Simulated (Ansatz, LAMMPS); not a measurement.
# Relaxing ionic liquid ethylammonium Br-, from a frame at 410 K (144 atoms)

Aim: bring ionic liquid ethylammonium Br-, from a frame at 410 K (144 atoms) to a nearby minimum of the energy and see what moves.

Main program and level: Ansatz 0.2.0; Kohn-Sham DFT, PBE+D3(BJ), PAW (set soft_2), plane waves.

### Step 1. The starting structure

The cell holds 144 atoms: 24 C, 12 N, 96 H and 12 Br. Its edges and angles: a = 11.655 Å, b = 11.655 Å, c = 11.655 Å, α = 90.0°, β = 90.0°, γ = 90.0°. 12 ethylammonium, 12 Br- placed at random, at 1.59 g/cm³; overlaps pushed apart, then 10 ps at 700 K with Joung-Cheatham ions (J. Phys. Chem. B 112, 9020 (2008)); MMFF94 bonds, angles, torsions, charges and radii (Halgren, J. Comput. Chem. 17, 490 (1996)) in harmonic and 12-6 forms; charges of ions scaled by 0.8. Snapshot after 30 ps at 410 K and fixed volume.

Limits known from the start: The network of contacts between molecules at the start is that of the classical potential that made the cell. Sampling is at Γ alone, for a cell whose shortest periodic width is 12 Å.

### Step 2. The classical run that made the cell

A classical potential makes the cell, at a small fraction of what the same run would cost in DFT.

This step: classical MD, Joung-Cheatham ions (J. Phys. Chem. B 112, 9020 (2008)); MMFF94 bonds, angles, torsions, charges and radii (Halgren, J. Comput. Chem. 17, 490 (1996)) in harmonic and 12-6 forms; charges of ions scaled by 0.8 (LAMMPS 22 Jul 2025 - Update 4).

Contents of in.lmp:

```
# ionic liquid ethylammonium Br-
units real
atom_style full
boundary p p p
bond_style harmonic
angle_style harmonic
dihedral_style opls
improper_style harmonic
special_bonds lj 0 0 0.5 coul 0 0 0.75
read_data data.lmp
neigh_modify delay 0 every 1 check yes one 4000
comm_modify cutoff 12.0
timestep 0.5
thermo_style custom step time temp pe press density
thermo_modify norm yes
# push overlapping molecules apart
pair_style soft 2.6
pair_coeff * * 0.0
variable a equal ramp(1,60)
fix ad all adapt 1 pair soft a * * v_a
velocity all create 700 387576 mom yes dist gaussian
fix lim all nve/limit 0.03
fix lan all langevin 700 700 50 387577 zero yes
thermo 1000
run 3000 post no
unfix ad
pair_style lj/cut/coul/long 9.0
pair_modify mix arithmetic tail yes
pair_coeff 1 1 0.0678 3.3680   # C
pair_coeff 2 2 0.0721 3.3270   # N
pair_coeff 3 3 0.0216 2.5400   # H
pair_coeff 4 4 0.0100 1.2000   # H
pair_coeff 5 5 0.0270 4.9017   # Br
kspace_style pppm 1.0e-4
# [... 17 lines left out ...]
compute msd all msd com yes
thermo 7500
fix md all nvt temp 410 410 100
run 30000 post no
print "== T410: mean square displacement over the hold $(c_msd[4]:%.2f) A^2"
unfix md
uncompute msd
write_dump all custom T410.dump id type xs ys zs modify sort id
```

Run with:

```console
> lmp -in in.lmp -log none -nocite
```

Numbers of over 12 decimals in the logs are rounded to 6 here.

Log:

```text
LAMMPS (22 Jul 2025 - Update 4)
Reading data file ...
  orthogonal box = (0 0 0) to (11.65456 11.65456 11.65456)
  144 atoms
  orthogonal box = (0 0 0) to (11.65456 11.65456 11.65456)
  120 bonds
  216 angles
  216 dihedrals
   Step          Time           Temp          PotEng         Press         Density
         0   0              700           -0.12303494     8272.1341      1.5859988
      1000   500            569.39943      1.4374846      21576.986      1.5859988
      2000   1000           578.31557      1.6510724      33234.103      1.5859988
      3000   1500           496.80137      1.3840548      17409.106      1.5859988
Loop time of 0.27614 s on 1 MPI rank(s) for 3000 steps with 144 atoms
PPPM initialization ...
  G vector (1/distance) = 0.28260976
  grid = 6 6 6
  estimated relative force accuracy = 6.0847917e-05
   Step          Time           Temp          PotEng         Press         Density
      3000   1500           496.80137      6.8974256      267457.92      1.5859988
      3100   1550           496.80137     -7.4546341      17734.393      1.5859988
      3200   1600           496.80137     -7.7049373      16205.177      1.5859988
      3294   1647           496.80137     -7.746982       15975.92       1.5859988
Loop time of 0.350963 s on 1 MPI rank(s) for 294 steps with 144 atoms
Minimization stats:
  Stopping criterion = energy tolerance
  Energy initial, next-to-last, final =
      6.89742562116515  -7.74691192149032  -7.74698196788233
  Force two-norm initial, final = 4585.827 5.3978002
  Iterations, force evaluations = 294 572
   Step          Time           Temp          PotEng         Press         Density
         0   0              700           -7.746982       18477.05       1.5859988
      1000   500            591.3566      -6.032364       18935.096      1.5859988
      2000   1000           539.11375     -6.3063012      18746.001      1.5859988
Loop time of 0.878837 s on 1 MPI rank(s) for 2000 steps with 144 atoms
   Step          Time           Temp          PotEng         Press         Density
      2000   1000           539.11375     -6.3063012      18746.001      1.5859988
[... 5 lines left out ...]
Loop time of 4.70719 s on 1 MPI rank(s) for 10000 steps with 144 atoms
   Step          Time           Temp          PotEng         Press         Density
[... 4 lines left out ...]
Loop time of 2.33724 s on 1 MPI rank(s) for 5000 steps with 144 atoms
   Step          Time           Temp          PotEng         Press         Density
[... 2 lines left out ...]
     30000   29000          428.16124     -6.6480627      15607.167      1.5859988
     37500   36500          404.79209     -6.5567611      22758.991      1.5859988
     45000   44000          402.86306     -6.6800348      18145.501      1.5859988
     47000   46000          416.52134     -6.6128581      16454.68       1.5859988
Loop time of 13.74 s on 1 MPI rank(s) for 30000 steps with 144 atoms
== T410: mean square displacement over the hold 4.71 A^2
```

It took 22 s on 1 thread of Arm Neoverse V2, shared host; peak memory 0.12 GiB.

The input also reads data.lmp (atoms, bonds and types; not printed here).

### Step 3. Single point at the start

The forces at the start show how far the geometry lies from a minimum of this functional.

Contents of input.yaml:

```yaml
crystal:
  lattice:
    - [11.65456, 0.0, 0.0]
    - [0.0, 11.65456, 0.0]
    - [0.0, 0.0, 11.65456]
  atoms:
    - { symbol: C, position: [0.08929, 0.00548, 0.25596] }
    - { symbol: C, position: [0.00997, 0.10311, 0.28554] }
    - { symbol: "N", position: [0.07979, 0.21281, 0.27252] }
    - { symbol: H, position: [0.04193, 0.92887, 0.22928] }
    - { symbol: H, position: [0.13962, 0.99151, 0.33231] }
    - { symbol: H, position: [0.14317, 0.02831, 0.18357] }
    - { symbol: H, position: [0.98014, 0.09788, 0.37674] }
    - { symbol: H, position: [0.93542, 0.11047, 0.22543] }
    - { symbol: H, position: [0.02481, 0.27914, 0.30112] }
    - { symbol: H, position: [0.16296, 0.20668, 0.30409] }
    - { symbol: H, position: [0.10364, 0.22218, 0.18606] }
    - { symbol: C, position: [0.61305, 0.44625, 0.79726] }
    - { symbol: C, position: [0.58657, 0.57174, 0.80731] }
    - { symbol: "N", position: [0.46159, 0.58328, 0.82985] }
    - { symbol: H, position: [0.63057, 0.41368, 0.87953] }
    - { symbol: H, position: [0.68487, 0.44709, 0.72908] }
    - { symbol: H, position: [0.54399, 0.40086, 0.75725] }
    - { symbol: H, position: [0.60599, 0.61598, 0.73095] }
    - { symbol: H, position: [0.62655, 0.60842, 0.8841] }
    - { symbol: H, position: [0.44618, 0.66544, 0.84155] }
    - { symbol: H, position: [0.40779, 0.54774, 0.77199] }
    - { symbol: H, position: [0.45223, 0.54589, 0.9065] }
    - { symbol: C, position: [0.84668, 0.35697, 0.15932] }
    - { symbol: C, position: [0.84728, 0.43042, 0.05843] }
    - { symbol: "N", position: [0.95434, 0.4332, 0.00113] }
    - { symbol: H, position: [0.77307, 0.37881, 0.21633] }
    - { symbol: H, position: [0.93336, 0.35709, 0.20435] }
    - { symbol: H, position: [0.8301, 0.26116, 0.14362] }
    - { symbol: H, position: [0.83628, 0.51544, 0.08911] }
    - { symbol: H, position: [0.78166, 0.41331, 0.00059] }
    - { symbol: H, position: [0.97275, 0.35787, 0.95979] }
    - { symbol: H, position: [0.95984, 0.49804, 0.93764] }
    [... 106 atom lines left out ...]
    - { symbol: Br, position: [0.703, 0.98241, 0.29727] }
    - { symbol: Br, position: [0.35608, 0.72073, 0.61054] }
    - { symbol: Br, position: [0.86629, 0.29376, 0.47543] }
    - { symbol: Br, position: [0.51578, 0.84883, 0.95806] }
    - { symbol: Br, position: [0.23224, 0.44636, 0.8636] }
    - { symbol: Br, position: [0.79978, 0.18483, 0.80656] }
kpoints:
  mp_grid: { grid: [1, 1, 1] }
hamiltonian:
  xc: pbe
  dispersion: d3bj
scf:
  occupations: { method: fixed }
output:
  forces: true
  stress: true
  populations: intrinsic
  dos:
    method: { smearing: { sigma: 0.1 } }
    de: 0.1
    projected: { site_lists: { Br: [Br], C: [C], H: [H], "N": ["N"] } }
  eigenvalues: true
```

Run with:

```console
> ansatz run input.yaml --threads 4 --pin off --max-ram 8192MiB --backend cpu --events-out ev --progress --plain --runs-dir out
```

Log:

```text
Engine: ansatz 0.2.0, aarch64-unknown-linux-gnu
Pseudopotentials: kind: paw
Pseudopotential: C, paw, valence charge 4, recommended cutoff 420 eV (normal), C.paw.azcp
Pseudopotential: N, paw, valence charge 5, recommended cutoff 420 eV (normal), N.paw.azcp
Pseudopotential: H, paw, valence charge 1, recommended cutoff 420 eV (normal), H.paw.azcp
Pseudopotential: Br, paw, valence charge 7, recommended cutoff 420 eV (normal), Br.paw.azcp
[... 5 lines on functional and potentials left out ...]
Crystal: 144 atoms, lattice volume = 1583.025 Å³
Basis set: ecut = 420 eV, 31103 PW (Γ), exchange–correlation on 160×160×160 points (8 copies of the dense FFT grid, shifted against one another)
Bands: 312, of which v1, the nominal top of the filled ones, is band 168 counted from 1 (167 counted from 0)
Symmetry: 1 space group operations
Space group: P1 (ITA 1), of the structure as read, at distance tolerance 1.2e-4 Å
k-points: 1
[... 9 lines on functional and potentials left out ...]
Initial density: superposition of atomic densities (neutral atoms: chi_scale 0, normalization atom), corrected by the library's trained network
Initial wavefunctions: pseudopotential atomic-orbital guess
Functional: x = pbe(κ = 0.804, μ = 0.219515), c = pbe(β = 0.066725)
SCF iter   1: F=—  HF=-45597.067308 eV  |F-HF|=—  |Δ(HF+E_count)|=         —  Δρ=3.52e-3  dr2=4.12e-1  ethr=1.77e-3  ⟨swp⟩=5.0  Hψ=1141  notcnv=0  defer=140
preconditioner: auto → Resta (q_TF=auto, 2.107 Å⁻¹)  ε∞=2.3  [insulator: Δε(μ)=3.829 eV  Ē_g=14.552 eV  n_scr=250 (ndim 8)  ℏωp=16.5 eV  f_vac=0.118  ε∞_Penn≈2.3]
SCF iter   2: F=—  HF=-45596.950819 eV  |F-HF|=—  |Δ(HF+E_count)|=   1.16e-1  Δρ=1.70e-3  dr2=7.17e-2  ethr=1.23e-4  ⟨swp⟩=2.0  Hψ=469  notcnv=0  defer=142
SCF iter   3: F=—  HF=-45596.933196 eV  |F-HF|=—  |Δ(HF+E_count)|=   1.76e-2  Δρ=5.97e-4  dr2=1.02e-2  ethr=2.13e-5  ⟨swp⟩=3.0  Hψ=302  notcnv=0  defer=142
SCF iter   4: F=—  HF=-45596.932263 eV  |F-HF|=—  |Δ(HF+E_count)|=   9.33e-4  Δρ=2.32e-4  dr2=1.03e-3  ethr=3.04e-6  ⟨swp⟩=2.0  Hψ=345  notcnv=0  defer=142
SCF iter   5: F=—  HF=-45596.932388 eV  |F-HF|=—  |Δ(HF+E_count)|=   1.25e-4  Δρ=7.05e-5  dr2=8.82e-5  ethr=3.08e-7  ⟨swp⟩=2.0  Hψ=345  notcnv=0  defer=142
SCF iter   6: F=—  HF=-45596.932547 eV  |F-HF|=—  |Δ(HF+E_count)|=   1.59e-4  Δρ=2.29e-5  dr2=7.76e-6  ethr=2.62e-8  ⟨swp⟩=2.0  Hψ=470  notcnv=0  defer=141
SCF iter   7: F=—  HF=-45596.932552 eV  |F-HF|=—  |Δ(HF+E_count)|=   4.60e-6  Δρ=8.34e-6  dr2=1.02e-6  ethr=2.31e-9  ⟨swp⟩=3.0  Hψ=340  notcnv=0  defer=141
SCF iter   8: F=—  HF=-45596.932552 eV  |F-HF|=—  |Δ(HF+E_count)|=   6.01e-7  Δρ=2.65e-6  dr2=1.13e-7  ethr=3.03e-10  ⟨swp⟩=3.0  Hψ=340  notcnv=0  defer=141
SCF iter   9: F=-45596.932552 eV  HF=-45596.932552 eV  |F-HF|=9.90e-9  |Δ(HF+E_count)|=   6.39e-8  Δρ=7.28e-7  dr2=8.76e-9  ethr=2.98e-11  ⟨swp⟩=19.0  Hψ=2546  notcnv=0
SCF 1 converged in 9 iterations: F = -45596.932552 eV  dr2 = 8.76e-9
  greatest PAW one-centre occupation: 0.914 electrons in one spin orbital (limit 2), on the Br atom at site 133 (counted from 0), in its partial waves of l = 0
SCF converged after 9 iterations
Free energy (F): -45596.932552 eV
Harris-Foulkes:  -45596.932552 eV  (|F-HF|=9.90e-9)
Internal energy: -45596.932552 eV  (E = F + TS)
E sigma→0 (E₀):  -45596.932552 eV
Fermi energy:    0.119035 eV
--- Per-component energies (eV) ---
  E_band       = -2446.566853
  E_kinetic    = 6747.122097
  E_local      = -17674.923469  (includes V_loc(G=0)·N_el)
  E_nonlocal   = 2212.025057
  E_hartree    = 5793.672591
  E_xc         = -5913.650171
  E_vxc        = -4701.416785  (∫ρ·V_xc dr)
  E_paw        = -30940.281653  (= ΣΔE_a)
  E_vpaw       = -616.593431  (= ΣTr[D̂ρ^β])
  E_aug_tail   = -0.126917  (compensation charges beyond the density's cutoff)
  E_ewald      = -5812.491941
  E_disp       = -8.278148  (pairwise vdW)
  E_smearing   = -0.000000  (= −TS)
  E_closure    = 0.000000  (closes the sum)
  Σ components = -45596.932552   (vs F -45596.932552, Δ=0.00e0)
--- Forces (eV/Å), atoms counted from 1 ---
  atom   1  C     -0.66972953     0.07206049    -0.02743058
  atom   2  C     -0.05387307     0.30286625    -0.22719808
  atom   3  N     -0.92662299    -0.27654339    -0.45826341
  atom   4  H     -0.01861348    -0.08537458     0.25476074
  atom   5  H      0.48393657    -0.42277507     0.23505709
  atom   6  H      0.28143682     0.05983904    -0.25657484
  atom   7  H      0.05109503     0.25825364    -0.84118248
  atom   8  H      0.52731648     0.05907860     0.63608560
  atom   9  H      1.29124199    -0.24176281     0.08518527
  atom  10  H     -0.07185877     0.27433261     1.36313001
  atom  11  H     -1.02883030     0.09457202    -0.37385871
  atom  12  C      1.55208398     1.27874560    -2.74299223
  atom  13  C     -0.69766863    -0.70623618     0.98234392
  atom  14  N      1.65469149    -0.56175382     0.16955240
[...]
atom 143  Br    -0.08501231    -0.05767055     0.08861771
  atom 144  Br    -0.13603051     0.00366623     0.03943456
  max |Σ_I F_I| component: 2.31e-5 eV/Å
--- Stress (GPa, compression-positive) ---
        2.318978      -0.632171      -0.182919
       -0.632170       2.449326      -0.592953
       -0.182918      -0.592953       1.507418
  P = ⅓ Tr σ = 2.0919 GPa (20.919 kbar)
--- Band table (eV) ---
  k-point 0: bands = ["-20.4761", "-20.4086", "-20.0710", "-20.0604", [... 296 levels ...], "10.7325", "10.7648", "10.7766", "10.8504", "10.8844", "10.9370", "10.9947", "11.0510", "11.1135", "11.2049", "11.2324", "11.2716"]
--- intrinsic populations: 144 sites ---
  site symbol       q [e]
     0      C      4.5211
     1      C      4.1890
     2      N      5.4120
[...]
143     Br      7.7311
  spilling = 0.000000 (of n_electrons = 336.000000)
```

Run time: 16 s. Hardware: 4 threads of Arm Neoverse V2, shared host; peak memory 1.7 GiB.

The run gave:

```yaml
free_energy: -45596.9326 eV
free_energy_per_atom: -316.6454 eV/atom
scf_cycles: 9
pressure: 2.092 GPa
r_m_s_force_component: 1.084 eV/Å
longest_force: 5.678 eV/Å
fermi_energy: 0.119 eV
spacing_of_highest_filled_and_lowest_empty_level: 3.614 eV
```

The r.m.s. force component of 1.1 eV/Å and the pressure of 2.1 GPa set the starting point.

Length of the force by element:

```csv
element,coordination,atoms,mean length of the force (eV/Å),spread,least,most
Br,all,12,0.206,0.101,0.0855,0.455
C,all,24,2.45,1.14,0.382,4.78
H,all,96,1.34,0.752,0.229,3.81
N,all,12,2.61,1.36,0.730,5.68
```

(Continued in part 2 of 4.)

[Logs are printed without paths, hosts, clocks, repeated set-up lines and the standing remarks that a program may print on its own settings, such as how far it seeks lower states.]

[Hosts, paths, dates, database ids (printed as entryN), source tags and the programs' standing remarks are cut or masked in the printed files.]

[The MMFF94 radii named for the starting cell were scaled by 0.96; in molecules described by MMFF94, hydrogen bound to N, O or S took a small fixed 12-6 site in their place.]
